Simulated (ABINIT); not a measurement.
# A GW chain in ABINIT: BAs (F-43m)

How does a plane-wave GW calculation on BAs (F-43m) run from the first input to the gap?

Method: LDA and many-body steps on it, plane waves, in ABINIT 10.8.3.

**Experimental background.**

- Gap 2.02 eV: indirect gap from square root of absorption coefficient, average of three samples; transmission and reflection spectroscopy; 300 K; bulk crystal (CVT-grown platelets about 10 um thick) (“Optical properties of cubic boron arsenide”, 2019, arxiv:1911.04914).

- Gap 4.12 eV: direct gap from square of absorption coefficient, average of two samples; spectroscopic ellipsometry; 300 K; bulk crystal (CVT-grown opaque bulk crystals) (“Optical properties of cubic boron arsenide”, 2019, arxiv:1911.04914).

- Gap 1.82 eV: indirect optical gap from absorption edge; UV-visible absorption; 300 K; bulk crystal (single crystal grown by chemical vapor transport) (“Basic Physical Properties of Cubic Boron Arsenide”, 2019, arxiv:1911.11281).

Most raw output is cut from this account.

## 1. The structure

The structure is cubic, space group F-43m (No. 216). Conventional cell: a = 4.777 Å, b = 4.777 Å, c = 4.777 Å, α = 90.00°, β = 90.00°, γ = 90.00°. Nearest to B lie 4 As at 2.07 Å. Nearest to As lie 4 B at 2.07 Å. Farther neighbours are not listed.

The cell and positions come from the Crystallography Open Database and are kept as given unless a step says otherwise.

## 2. Ground state

This step: ABINIT 10.8.3; DFT, LDA, plane waves, norm-conserving pseudopotentials.

The ground-state density comes first.

Input file run.abi:

```
acell 3*1.0 Angstrom
rprim 
  -0.000000000000 2.388500000000 2.388500000000
  2.388500000000 -0.000000000000 2.388500000000
  2.388500000000 2.388500000000 -0.000000000000
ntypat 2
znucl 5 33
natom 2
typat 1 2
xred 
  0.000000000000 0.000000000000 0.000000000000
  0.250000000000 0.250000000000 0.250000000000
pp_dirpath "pseudos"
pseudos "B.upf, As.upf"
ecut 44
ngkpt 8 8 8
nshiftk 1
shiftk 0 0 0
kptopt 1
chksymbreak 0
nband 18
occopt 1
tolvrs 1e-10
nstep 60
prtwf 0
indata_prefix "in"
outdata_prefix "out"
tmpdata_prefix "tmp"
```

Command:

```sh
$ OMP_NUM_THREADS=1 mpirun -n 4 abinit run.abi > log
```

Elapsed: 17 s, on 4 MPI ranks of Arm Neoverse V1, shared host; peak memory 0.3 GiB.

This step gave:

```
total energy               : -8470.2911 eV
gap                        : 1.151 eV
k of the valence top       : 0, 0, 0
k of the conduction bottom : 0.375, 0.375, 0
least direct gap           : 3.259 eV
pressure                   : -16.56 GPa
```

The gap is indirect, with the least direct gap 2.11 eV higher.

The cutoff was set for levels, not for stress, so the pressure can be off by some GPa.

## 3. Bands along the symmetry lines

The cheap functional maps the bands first; the places of the edges decide which points the dearer methods must see.

Input file run.abi:

```
acell 3*1.0 Angstrom
rprim 
  -0.000000000000 2.388500000000 2.388500000000
  2.388500000000 -0.000000000000 2.388500000000
  2.388500000000 2.388500000000 -0.000000000000
ntypat 2
znucl 5 33
natom 2
typat 1 2
xred 
  0.000000000000 0.000000000000 0.000000000000
  0.250000000000 0.250000000000 0.250000000000
pp_dirpath "pseudos"
pseudos "B.upf, As.upf"
ecut 44
iscf -2
irdden 1
kptopt 0
nkpt 50
kpt 
  0.00000000 0.00000000 0.00000000
  -0.06250000 -0.06250000 0.00000000
  -0.12500000 -0.12500000 0.00000000
  -0.18750000 -0.18750000 0.00000000
  -0.25000000 -0.25000000 0.00000000
  -0.31250000 -0.31250000 0.00000000
  -0.37500000 -0.37500000 0.00000000
  -0.43750000 -0.43750000 0.00000000
  -0.50000000 -0.50000000 0.00000000
  -0.48437500 -0.48437500 0.03125000
  -0.46875000 -0.46875000 0.06250000
  -0.45312500 -0.45312500 0.09375000
  -0.43750000 -0.43750000 0.12500000
  -0.42187500 -0.42187500 0.15625000
  -0.40625000 -0.40625000 0.18750000
  -0.39062500 -0.39062500 0.21875000
  -0.37500000 -0.37500000 0.25000000
  -0.37500000 0.00000000 0.37500000
  -0.32812500 0.00000000 0.32812500
  -0.28125000 0.00000000 0.28125000
  -0.23437500 0.00000000 0.23437500
  -0.18750000 0.00000000 0.18750000
  -0.14062500 0.00000000 0.14062500
  -0.09375000 0.00000000 0.09375000
  -0.04687500 0.00000000 0.04687500
  0.00000000 0.00000000 0.00000000
  0.00000000 0.00000000 0.06250000
  0.00000000 0.00000000 0.12500000
  0.00000000 0.00000000 0.18750000
  0.00000000 0.00000000 0.25000000
  0.00000000 0.00000000 0.31250000
  0.00000000 0.00000000 0.37500000
  0.00000000 0.00000000 0.43750000
  -0.00000000 -0.00000000 0.50000000
  -0.06250000 -0.03125000 0.46875000
  -0.12500000 -0.06250000 0.43750000
  -0.18750000 -0.09375000 0.40625000
  -0.25000000 -0.12500000 0.37500000
  -0.31250000 -0.15625000 0.34375000
  -0.37500000 -0.18750000 0.31250000
  -0.43750000 -0.21875000 0.28125000
  -0.50000000 -0.25000000 0.25000000
  -0.50000000 -0.28125000 0.21875000
  -0.50000000 -0.31250000 0.18750000
  -0.50000000 -0.34375000 0.15625000
  -0.50000000 -0.37500000 0.12500000
  -0.50000000 -0.40625000 0.09375000
  -0.50000000 -0.43750000 0.06250000
  -0.50000000 -0.46875000 0.03125000
  -0.50000000 -0.50000000 0.00000000
istwfk *1
nband 23
nbdbuf 5
tolwfr 1e-07
nstep 50
prtwf 0
prtvol 0
indata_prefix "in"
outdata_prefix "out"
tmpdata_prefix "tmp"
```

Elapsed: 13 s, on 4 MPI ranks; peak memory 0.29 GiB; 53 s of CPU time.

This step gave:

```
gap                        : 1.151 eV
k of the valence top       : 0, 0, 0
k of the conduction bottom : -0.375, -0.375, 0
least direct gap           : 3.259 eV
```

The gap is 1.151 eV, as in the run before at this level.

The electronic bands at the labelled points (eV, zero at the top of the highest filled band):

| point | band 10 | band 11 | band 12 | band 13 | band 14 | band 15 | band 16 | band 17 |
| --- | --- | --- | --- | --- | --- | --- | --- | --- |
| Γ | -15.40 | 0.00 | 0.00 | 0.00 | 3.26 | 3.26 | 3.26 | 4.64 |
| halfway | -14.06 | -4.07 | -2.70 | -2.70 | 1.62 | 4.49 | 7.35 | 7.35 |
| X | -11.29 | -8.42 | -4.07 | -4.07 | 1.35 | 1.44 | 11.26 | 11.26 |
| halfway | -11.25 | -8.30 | -4.91 | -3.92 | 1.55 | 2.75 | 10.61 | 10.69 |
| U | -11.32 | -8.03 | -5.96 | -3.48 | 2.00 | 5.49 | 9.16 | 9.66 |
| jump to K | -11.32 | -8.03 | -5.96 | -3.48 | 2.00 | 5.49 | 9.16 | 9.66 |
| halfway | -13.92 | -5.11 | -3.78 | -1.13 | 3.94 | 4.88 | 5.74 | 6.92 |
| Γ | -15.40 | 0.00 | 0.00 | 0.00 | 3.26 | 3.26 | 3.26 | 4.64 |
| halfway | -14.40 | -4.92 | -1.15 | -1.15 | 3.04 | 4.64 | 4.64 | 7.81 |
| L | -12.55 | -8.74 | -1.81 | -1.81 | 2.68 | 4.78 | 4.78 | 8.73 |
| halfway | -11.99 | -8.23 | -4.54 | -3.07 | 3.92 | 4.74 | 7.41 | 8.97 |
| W | -11.13 | -7.93 | -5.50 | -5.20 | 5.21 | 5.86 | 6.72 | 7.06 |
| halfway | -11.21 | -8.21 | -4.81 | -4.70 | 2.88 | 2.92 | 9.64 | 9.88 |
| X | -11.29 | -8.42 | -4.07 | -4.07 | 1.35 | 1.44 | 11.26 | 11.26 |

## 4. Empty states on the mesh, 6×6×6 mesh, 103 bands

The sums over transitions need many empty states on a uniform mesh; this step solves for them.

Input file run.abi:

```
acell 3*1.0 Angstrom
rprim 
  -0.000000000000 2.388500000000 2.388500000000
  2.388500000000 -0.000000000000 2.388500000000
  2.388500000000 2.388500000000 -0.000000000000
ntypat 2
znucl 5 33
natom 2
typat 1 2
xred 
  0.000000000000 0.000000000000 0.000000000000
  0.250000000000 0.250000000000 0.250000000000
pp_dirpath "pseudos"
pseudos "B.upf, As.upf"
ecut 44
ngkpt 6 6 6
nshiftk 1
shiftk 0 0 0
kptopt 1
chksymbreak 0
irdden 1
istwfk *1
nband 103
prtvol 0
optdriver 6
gwr_task "HDIAGO"
paral_kgb 0
occopt 1
indata_prefix "in"
outdata_prefix "out"
tmpdata_prefix "tmp"
```

Wall time 68 s (4 MPI ranks); peak memory 1.7 GiB.

This step gave:

| Property | Result |
| --- | --- |
| gap | 1.238 eV |
| k of the valence top | 0, 0, 0 |
| k of the conduction bottom | 0.3333, 0.3333, 0 |
| least direct gap | 3.259 eV |
| k points computed | 16 |
| lowest point of the top converged band, above the valence top | 104.8962 eV |

On this mesh the gap is 1.238 eV. The earlier step found 1.151 eV, so this mesh misses an edge.

## 5. Screening, 6×6×6 mesh, 95 bands, screening to 179.6 eV

The RPA dielectric matrix is built and inverted for each q.

This step: RPA screening on LDA, plane waves, norm-conserving pseudopotentials.

Changes to run.abi since step 4:

```diff
@@ -20,10 +20,11 @@
 chksymbreak 0
-irdden 1
 istwfk *1
-nband 103
-prtvol 0
-optdriver 6
-gwr_task "HDIAGO"
-paral_kgb 0
 occopt 1
+irdwfk 1
+optdriver 3
+nband 95
+ecuteps 6.6
+inclvkb 2
+awtr 1
+symchi 1
 indata_prefix "in"
```

The job ended after 2.5 min (4 MPI ranks; peak memory 1.1 GiB; 10 min of CPU time).

Numbers from this step:

| Item | Value |
| --- | --- |
| ε∞ with local fields, on this mesh, along the program's q direction | 10.67 |
| the same without local fields | 11.69 |
| plasma frequency | 36.27 eV |
| plane waves in the screening matrix | 169 |

Local fields lower ε∞ by 9 %.

## 6. Self-energy, 6×6×6 mesh, 95 bands, screening to 179.6 eV

The self-energy is evaluated for the states that the input lists, and the levels follow from it, in one-shot runs by the linearised quasiparticle equation.

This step: G0W0 on LDA, plane waves, norm-conserving pseudopotentials.

Changes to run.abi since step 5:

```diff
@@ -23,8 +23,21 @@
 irdwfk 1
-optdriver 3
+optdriver 4
 nband 95
+gwcalctyp 0
+ecutsigx 44
+symsigma 1
+nkptgw 4
+kptgw 
+  0.0000000000 0.0000000000 0.0000000000
+  0.3333333333 0.3333333333 0.0000000000
+  0.5000000000 0.0000000000 0.0000000000
+  0.5000000000 0.5000000000 0.0000000000
+bdgw 
+  11 16
+  12 15
+  12 16
+  12 15
 ecuteps 6.6
-inclvkb 2
-awtr 1
-symchi 1
+irdscr 1
+ppmodel 1
 indata_prefix "in"
```

Wall time 27 s (4 MPI ranks); peak memory 1 GiB; 1.8 min of CPU time.

Numbers from this step:

| Quantity | Value |
| --- | --- |
| G0W0 gap on the mesh | 1.897 eV |
| starting gap on the mesh | 1.238 eV |
| k of the valence top | 0, 0, 0 |
| k of the conduction bottom | 0.3333, 0.3333, 0 |
| Z at the valence top | 0.807 |
| Z at the conduction bottom | 0.816 |
| least direct G0W0 gap on the computed points | 4.173 eV |

The gap on the mesh goes from 1.24 eV to 1.90 eV, a correction of +0.66 eV. The start differs from the 1.15 eV found before because the two sample other k points.

Limits: finite bands, cutoff and mesh; no spin-orbit coupling. v1 is the top filled band, c1 the lowest empty one. The levels before and after the correction (eV, zero at the valence-band top of each column):

|  | conduction bottom | valence top |
| --- | --- | --- |
| Kohn-Sham | 1.24 | 0.00 |
| G0W0 | 1.90 | 0.00 |

|  | level | energy (eV) |
| --- | --- | --- |
| Kohn-Sham | Γ v3-v1 | 0.000 |
| Kohn-Sham | Γ c1-c3 | 3.259 |
| Kohn-Sham | (0.333 0.333 0) v2-v1 | -3.449 |
| Kohn-Sham | (0.333 0.333 0) c1 | 1.238 |
| Kohn-Sham | (0.333 0.333 0) c2 | 3.089 |
| G0W0 | Γ v3-v1 | 0.000 |
| G0W0 | Γ c1-c3 | 4.173 |
| G0W0 | (0.333 0.333 0) v2-v1 | -3.627 |
| G0W0 | (0.333 0.333 0) c1 | 1.897 |
| G0W0 | (0.333 0.333 0) c2 | 3.793 |

## 7. Where the time went

Times are wall times on 4 MPI ranks of Arm Neoverse V1, shared host, good to a factor of about two.

| step | time | share | memory (GiB) |
| --- | --- | --- | --- |
| ground state | 17 s | 6 % | 0.3 |
| bands along the symmetry lines | 13 s | 5 % | 0.29 |
| empty states on the mesh | 68 s | 24 % | 1.7 |
| screening | 2.5 min | 55 % | 1.1 |
| self-energy | 27 s | 10 % | 1.0 |

## 8. Summary of results

* LDA gap: 1.15 eV, indirect
* G0W0 gap on the mesh: 1.90 eV
* G0W0 gap over the zone (rigid shift): 1.81 eV
* GW settings: 6×6×6 mesh, 95 bands, screening to 179.6 eV, Godby-Needs plasmon pole
* known limits: not at the basis limit; no spin-orbit coupling

G0W0 moves the gap on the mesh from 1.24 eV to 1.90 eV (+0.66 eV), with Z of 0.81 and 0.82 at the edges. The mesh misses the band edges by 0.09 eV in all; a rigid shift gives 1.81 eV for the zone. Local fields lower the RPA ε∞ on this mesh from 11.69 to 10.67. The dearest step here is «screening». Against experiment, by G0W0@LDA: the gap of 1.81 eV lies −0.21 eV from the measured 2.02 eV (indirect, 300 K, 2019); the direct gap of 4.17 eV lies +0.05 eV from the measured 4.12 eV (direct, 300 K, 2019); the gap of 1.81 eV lies −0.01 eV from the measured 1.82 eV (indirect, 300 K, 2019). An exciton line or allowed optical edge lies below the quasiparticle gap by the binding energy; a forbidden edge can push the onset above it. The calculation has static nuclei and no excitons; a measured gap holds zero-point and thermal motion, which mostly lowers it. Bands and cutoff are finite, so the gap is not at the basis limit. The miss can reach some tenths of an eV and take either sign; the mesh is an error of its own. A denser mesh or path gives a starting gap of 1.15 eV: the GW mesh misses a band edge, so its gaps are not the fundamental one. The many-body steps are scalar-relativistic: spin-orbit coupling is not in them.

[Paths, hosts, dates, memory and timing lines, banners, echoed tables and standing remarks are left out of the program output.]

[Logs are printed without paths, hosts, clocks, repeated set-up lines and the standing remarks that a program may print on its own settings, such as how far it seeks lower states.]

[Runs of the session that timed out or met a known fault of the program may be left out.]

[Hosts, paths, dates, database ids (printed as entryN), source tags and the programs' standing remarks are cut or masked in the printed files.]

[G0W0 gaps are taken among the corrected bands and points alone; a level outside them can change the order at an edge.]

[Where Ansatz stands beside ABINIT at settings called matched, ABINIT's density can come from a denser mesh and the files from another edition; pairs whose starting gaps differed by over 0.03 eV were left out, so agreement reads better than it is.]
